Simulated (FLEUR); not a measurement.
# Fixed-spin-moment curve of HfCo with FLEUR, part 2 of 2

Aim: the energy of HfCo as a function of its total spin moment.

FLEUR MaX-R8.1; LDA (VWN); all-electron FLAPW, Dirac cores, scalar-relativistic bands.

So far. Step 5 (Moment fixed at 0.15 μB): Its energy lies +1.3 meV a cell from the free run's.

**6. Moment fixed at 0.225 μB**

inp.xml

```
<?xml version="1.0" encoding="UTF-8" standalone="no"?>
<fleurInput fleurInputVersion="0.39">
   <comment>
      HfCo
   </comment>
   <calculationSetup>
      <cutoffs Kmax="3.6" Gmax="10.8" GmaxXC="10.8" numbands="0"/>
      <scfLoop itmax="90" minDistance="0.00002" maxIterBroyd="15" imix="Anderson" alpha="0.05" precondParam="0.0" spinf="2.0" sdNocoIR="T"/>
      <coreElectrons ctail="T" frcor="F" kcrel="0" coretail_lmax="0"/>
      <xcFunctional name="vwn" relativisticCorrections="F"/>
      <magnetism jspins="2" fixed_moment="0.225"/>
      <soc l_soc="F" theta="0.0" phi="0.0" spav="F"/>
      <expertModes spex="0" secvar="F"/>
      <geometryOptimization l_f="F" forcealpha="1.0" forcemix="BFGS" epsdisp="0.00001" epsforce="0.00001"/>
      <ldaU l_linMix="F" mixParam="0.05" spinf="1.0"/>
   </calculationSetup>
   <cell>
      <bzIntegration valenceElectrons="43.0" mode="hist" fermiSmearingEnergy="0.00110248">
         <kPointListSelection listName="default-1"/>
         <xi:include xmlns:xi="http://www.w3.org/2001/XInclude" href="kpts.xml"> </xi:include>
      </bzIntegration>
      <xi:include xmlns:xi="http://www.w3.org/2001/XInclude" href="sym.xml"> </xi:include>
      <bulkLattice scale="1.0">
         <bravaisMatrix>
            <row-1>    5.9790934582343995     0.0000000000000000     0.0000000000000000</row-1>
            <row-2>    0.0000000000000000     5.9790934582343995     0.0000000000000000</row-2>
            <row-3>    0.0000000000000000     0.0000000000000000     5.9790934582343995</row-3>
         </bravaisMatrix>
      </bulkLattice>
   </cell>
   <atomSpecies>
      <species name="Hafnium (Hf)" element="Hf" atomicNumber="72">
         <mtSphere radius="2.52" gridPoints="833" logIncrement="0.016"/>
         <atomicCutoffs lmax="10" lnonsphr="8"/>
         <electronConfig flipSpins="F">
            <coreConfig>(1s1/2) (2s1/2) (2p1/2) (2p3/2) (3s1/2) (3p1/2) (3p3/2) (4s1/2) (3d3/2) (3d5/2) (4p1/2) (4p3/2) (4d3/2) (4d5/2)</coreConfig>
            <valenceConfig>(5s1/2) (5p1/2) (5p3/2) (6s1/2) (4f5/2) (4f7/2) (5d3/2) (5d5/2)</valenceConfig>
            <stateOccupation state="(5d3/2)" spinUp="0.400000" spinDown="0.400000"/>
            <stateOccupation state="(5d5/2)" spinUp="0.600000" spinDown="0.600000"/>
         </electronConfig>
         <energyParameters s="6" p="6" d="5" f="5"/>
         <lo type="SCLO" l="0" n="5" eDeriv="0"/>
         <lo type="SCLO" l="1" n="5" eDeriv="0"/>
         <lo type="SCLO" l="3" n="4" eDeriv="0"/>
      </species>
      <species name="Cobalt (Co2.000" element="Co" atomicNumber="27">
         <mtSphere radius="2.52" gridPoints="833" logIncrement="0.015"/>
         <atomicCutoffs lmax="10" lnonsphr="8"/>
         <electronConfig flipSpins="F">
            <coreConfig>(1s1/2) (2s1/2) (2p1/2) (2p3/2)</coreConfig>
            <valenceConfig>(3s1/2) (3p1/2) (3p3/2) (4s1/2) (3d3/2) (3d5/2)</valenceConfig>
            <stateOccupation state="(3d3/2)" spinUp="1.5" spinDown="1.3"/>
            <stateOccupation state="(3d5/2)" spinUp="3.0" spinDown="1.2"/>
         </electronConfig>
         <energyParameters s="4" p="4" d="3" f="4"/>
         <lo type="SCLO" l="0" n="3" eDeriv="0"/>
         <lo type="SCLO" l="1" n="3" eDeriv="0"/>
      </species>
   </atomSpecies>
   <atomGroups>
      <atomGroup species="Hafnium (Hf)">
         <relPos label="                   1">1.000/2.000 1.000/2.000 1.000/2.000</relPos>
         <force calculate="T" relaxXYZ="TTT"/>
      </atomGroup>
      <atomGroup species="Cobalt (Co2.000">
         <relPos label="                   2">.0000000000 .0000000000 .0000000000</relPos>
         <force calculate="T" relaxXYZ="TTT"/>
      </atomGroup>
   </atomGroups>
   <output dos="F" band="F" slice="F">
      <bandDOS minEnergy="-.5*Htr" maxEnergy="0.5*Htr" sigma="0.015" storeEVData="T"/>
      <plotting iplot="0" polar="F">
         <plot TwoD="T" vec1="  1.0  0.0  0.0" vec2="  0.0  1.0  0.0" vec3="  0.0  0.0  1.0" zero="  0.0  0.0  0.0" file="plot"/>
      </plotting>
      <moessbauerParams electricFieldGradient="F" isomerShift="F" coreHyperfine="F" valenceHyperfine="F"/>
   </output>
</fleurInput>
```

On the command line:

```bash
$ OMP_NUM_THREADS=1 mpirun -n 4 fleur_MPI > fleur.log
```

Log:

```text
[banner, memory and clock lines left out]
Welcome to FLEUR        (www.flapw.de)
      MaX-Release 8.1          (www.max-centre.eu)

 ========== k-point set info ==========
 Selected k-point list: default-1
 k-point list type: mesh
 0 x 0 x 0
 Number of k points: 36

 [... set-up left out ...]
 Iteration:     1   Distance:       3.12554068 me/bohr^3
 Iteration:     2   Distance:       3.01191806 me/bohr^3
 Iteration:     3   Distance:       1.50341435 me/bohr^3
 Iteration:     4   Distance:       0.46033552 me/bohr^3
 Iteration:     5   Distance:       0.32074859 me/bohr^3
[...]
<sumOfEigenvalues value="   -10021.0131031190">
               <coreElectrons value="-9999.8687502155"/>
               <valenceElectrons value="-21.1443529035"/>
            </sumOfEigenvalues>
         [... left out ...]
            <freeEnergy value="-16480.0350979589"/>
            <extrapolationTo0K value="-16480.0349363612"/>
         </totalEnergy>
         <densityConvergence units="me/bohr^3">
            <chargeDensity spin="1" distance="0.0000092695"/>
            <chargeDensity spin="2" distance="0.0000064955"/>
            <overallChargeDensity distance="0.0000110121"/>
            <spinDensity distance="0.0000116174"/>
         </densityConvergence>
      </iteration>
```

Elapsed: 13 s, on 4 MPI ranks of Arm Neoverse V1, shared host; peak memory 0.2 GiB; 52 s of CPU time.

Numbers from this step:

```
magnetization : 0.225 μB
```

Its energy lies +5.4 meV a cell from the free run's.

**7. A faulty input**

A slip in the input shows what the program catches and what it lets pass.

inp.xml

```
<?xml version="1.0" encoding="UTF-8" standalone="no"?>
<fleurInput fleurInputVersion="0.39">
   <comment>
      HfCo
   </comment>
   <calculationSetup>
      <cutoffs Kmax="3.6" Gmax="10.8" GmaxXC="10.8" numbands="0"/>
      <scfLoop itmax="100" minDistance="0.00002" maxIterBroyd="15" imix="Anderson" alpha="0.05" precondParam="0.0" spinf="2.0" sdNocoIR="T"/>
      <coreElectrons ctail="T" frcor="F" kcrel="0" coretail_lmax="0"/>
      <xcFunctional name="vwn" relativisticCorrections="F"/>
      <magnetism jspins="2"/>
      <soc l_soc="F" theta="0.0" phi="0.0" spav="F"/>
      <expertModes spex="0" secvar="F"/>
      <geometryOptimization l_f="F" forcealpha="1.0" forcemix="BFGS" epsdisp="0.00001" epsforce="0.00001"/>
      <ldaU l_linMix="F" mixParam="0.05" spinf="1.0"/>
   </calculationSetup>
   <cell>
      <bzIntegration valenceElectrons="43.0" mode="hist" fermiSmearingEnergy="0.00110248">
         <kPointListSelection listName="default-1"/>
         <xi:include xmlns:xi="http://www.w3.org/2001/XInclude" href="kpts.xml"> </xi:include>
      </bzIntegration>
      <xi:include xmlns:xi="http://www.w3.org/2001/XInclude" href="sym.xml"> </xi:include>
      <bulkLattice scale="1.0">
         <bravaisMatrix>
            <row-1>    5.9790934582343995     0.0000000000000000     0.0000000000000000</row-1>
            <row-2>    0.0000000000000000     5.9790934582343995     0.0000000000000000</row-2>
            <row-3>    0.0000000000000000     0.0000000000000000     5.9790934582343995</row-3>
         </bravaisMatrix>
      </bulkLattice>
   </cell>
   <atomSpecies>
      <species name="Hafnium (Hf)" element="Hf" atomicNumber="72">
         <mtSphere radius="2.52" gridPoints="833" logIncrement="0.016"/>
         <atomicCutoffs lmax="10" lnonsphr="8"/>
         <electronConfig flipSpins="F">
            <coreConfig>(1s1/2) (2s1/2) (2p1/2) (2p3/2) (3s1/2) (3p1/2) (3p3/2) (4s1/2) (3d3/2) (3d5/2) (4p1/2) (4p3/2) (4d3/2) (4d5/2)</coreConfig>
            <valenceConfig>(5s1/2) (5p1/2) (5p3/2) (6s1/2) (4f5/2) (4f7/2) (5d3/2) (5d5/2)</valenceConfig>
            <stateOccupation state="(5d3/2)" spinUp="0.400000" spinDown="0.400000"/>
            <stateOccupation state="(5d5/2)" spinUp="0.600000" spinDown="0.600000"/>
         </electronConfig>
         <energyParameters s="6" p="6" d="5" f="5"/>
      </species>
      <species name="Cobalt (Co2.000" element="Co" atomicNumber="27">
         <mtSphere radius="2.52" gridPoints="833" logIncrement="0.015"/>
         <atomicCutoffs lmax="10" lnonsphr="8"/>
         <electronConfig flipSpins="F">
            <coreConfig>(1s1/2) (2s1/2) (2p1/2) (2p3/2)</coreConfig>
            <valenceConfig>(3s1/2) (3p1/2) (3p3/2) (4s1/2) (3d3/2) (3d5/2)</valenceConfig>
            <stateOccupation state="(3d3/2)" spinUp="1.5" spinDown="1.3"/>
            <stateOccupation state="(3d5/2)" spinUp="3.0" spinDown="1.2"/>
         </electronConfig>
         <energyParameters s="4" p="4" d="3" f="4"/>
      </species>
   </atomSpecies>
   <atomGroups>
      <atomGroup species="Hafnium (Hf)">
         <relPos label="                   1">1.000/2.000 1.000/2.000 1.000/2.000</relPos>
         <force calculate="T" relaxXYZ="TTT"/>
      </atomGroup>
      <atomGroup species="Cobalt (Co2.000">
         <relPos label="                   2">.0000000000 .0000000000 .0000000000</relPos>
         <force calculate="T" relaxXYZ="TTT"/>
      </atomGroup>
   </atomGroups>
   <output dos="F" band="F" slice="F">
      <bandDOS minEnergy="-.5*Htr" maxEnergy="0.5*Htr" sigma="0.015" storeEVData="T"/>
      <plotting iplot="0" polar="F">
         <plot TwoD="T" vec1="  1.0  0.0  0.0" vec2="  0.0  1.0  0.0" vec3="  0.0  0.0  1.0" zero="  0.0  0.0  0.0" file="plot"/>
      </plotting>
      <moessbauerParams electricFieldGradient="F" isomerShift="F" coreHyperfine="F" valenceHyperfine="F"/>
   </output>
</fleurInput>
```

crystal.txt

```
HfCo
&input film=F cartesian=F /
3.16400000000  0.00000000000  0.00000000000
0.00000000000  3.16400000000  0.00000000000
0.00000000000  0.00000000000  3.16400000000
1.8897261246
1.0 1.0 1.0

2
72 0.50000000000  0.50000000000  0.50000000000
27 0.00000000000  0.00000000000  0.00000000000 : 2.000

&kpt div1=8 div2=8 div3=8 gamma=T /
```

On the command line:

```bash
$ OMP_NUM_THREADS=1 inpgen -f crystal.txt > inpgen.log  # inp.xml is then edited as shown
$ OMP_NUM_THREADS=1 mpirun -n 4 fleur_MPI > fleur.log
```

Log:

```text
[banner, memory and clock lines left out]
Welcome to FLEUR        (www.flapw.de)
      MaX-Release 8.1          (www.max-centre.eu)

 ========== k-point set info ==========
 Selected k-point list: default-1
 k-point list type: mesh
 0 x 0 x 0
 Number of k points: 36

 [... set-up left out ...]
 Iteration:     1   Distance:     641.78246896 me/bohr^3
 Iteration:     2   Distance:     598.59275660 me/bohr^3
 Iteration:     3   Distance:     300.70392006 me/bohr^3
 Iteration:     4   Distance:     305.49882741 me/bohr^3
 Iteration:     5   Distance:     232.29453200 me/bohr^3
 Iteration:     6   Distance:     155.93212037 me/bohr^3
 Iteration:     7   Distance:     146.21896535 me/bohr^3
 Iteration:     8   Distance:      30.50596134 me/bohr^3
 Iteration:     9   Distance:      29.29905536 me/bohr^3
 Iteration:    10   Distance:      11.12996955 me/bohr^3
[... 16 iterations left out ...]
 Iteration:    27   Distance:       0.00034615 me/bohr^3
 Iteration:    28   Distance:       0.00067846 me/bohr^3
 Iteration:    29   Distance:       0.00014746 me/bohr^3
 Iteration:    30   Distance:       0.00014736 me/bohr^3
 Iteration:    31   Distance:       0.00014746 me/bohr^3
 Iteration:    32   Distance:       0.00014896 me/bohr^3
 Iteration:    33   Distance:       0.00013081 me/bohr^3
 Iteration:    34   Distance:       0.00008702 me/bohr^3
 Iteration:    35   Distance:       0.00004735 me/bohr^3
 Iteration:    36   Distance:       0.00001575 me/bohr^3

 ********************************************************************
 Run finished successfully
 Stop message:
   all done
 ********************************************************************

--- out.xml (last complete iteration) ---
<iteration numberForCurrentRun="   36" overallNumber="   36">
         [... left out ...]
         <bandgap value="0.0123790080" units="eV"/>
         <sumValenceSingleParticleEnergies value="-5.1749496675" units="Htr"/>
         <FermiEnergy value="0.9579891815" units="Htr"/>
         [... left out ...]
         <magneticMomentsInMTSpheres units="muBohr">
            <globalMagMoment atomType="1" vec="0.00000   0.00000   0.00000"/>
            <globalMagMoment atomType="2" vec="0.00000   0.00000   0.00000"/>
         </magneticMomentsInMTSpheres>
         [... left out ...]
         <totalEnergy value="   -16371.4217860247" units="Htr">
            <sumOfEigenvalues value="   -10444.7804898981">
               <coreElectrons value="-10439.6055402306"/>
               <valenceElectrons value="-5.1749496675"/>
            </sumOfEigenvalues>
         [... left out ...]
            <freeEnergy value="-16371.4223187517"/>
            <extrapolationTo0K value="-16371.4220523882"/>
         </totalEnergy>
         <densityConvergence units="me/bohr^3">
            <chargeDensity spin="1" distance="0.0000105928"/>
            <chargeDensity spin="2" distance="0.0000065850"/>
            <overallChargeDensity distance="0.0000157504"/>
            <spinDensity distance="0.0000079411"/>
         </densityConvergence>
      </iteration>
```

The job ended after 20 s (4 MPI ranks; peak memory 0.2 GiB; 80 s of CPU time).

The run converged, but its input is faulty, so its numbers are not to be trusted.

The fault in the input: semicore states without local orbitals.

Side by side:

```csv
quantity,this run,first run,difference
free energy (eV),-445489.10,-448444.61,2956
```

Semicore states counted as valence have no basis functions without local orbitals, so their electrons fill higher states.

**8. All moments**

The other moments were run in the same way.

Table of energy over the lowest by total spin moment:

```csv
total spin moment (μB a cell),energy over the lowest (meV a cell)
0.000,0
0.000,0
0.075,0.0834
0.150,1.32
0.225,5.40
0.300,9.99
0.375,14.1
0.450,17.6
0.525,20.2
0.600,22.1
```

The moment, largest sphere moment by total spin moment:

```csv
total spin moment (μB a cell),"moment, largest sphere moment (μB)"
0.000,0
0.000,0
0.075,0.0699
0.150,0.137
0.225,0.207
0.300,0.289
0.375,0.375
0.450,0.462
0.525,0.548
0.600,0.632
```

**9. Outcome**

```json
{"moment of the free run": "8.0e-7 μB a cell", "moment of the lowest point": "0 μB a cell", "energy of the spinless run": "0 meV a cell over the lowest"}
```

The curve is lowest at zero moment. The free run fell to the same state without moments. Opposed orders, which also have no total moment, were not run.

[Logs and program files are shortened in this print: banners, set-up blocks, solver, clock and traceback lines can be left out without a mark of their own.]

[Logs are printed without paths, hosts, clocks, repeated set-up lines and the standing remarks that a program may print on its own settings, such as how far it seeks lower states.]

[Hosts, paths, dates, database ids (printed as entryN), source tags and the programs' standing remarks are cut or masked in the printed files.]

[Where a cell is said to come from a database of computed structures, the database is the Materials Project.]
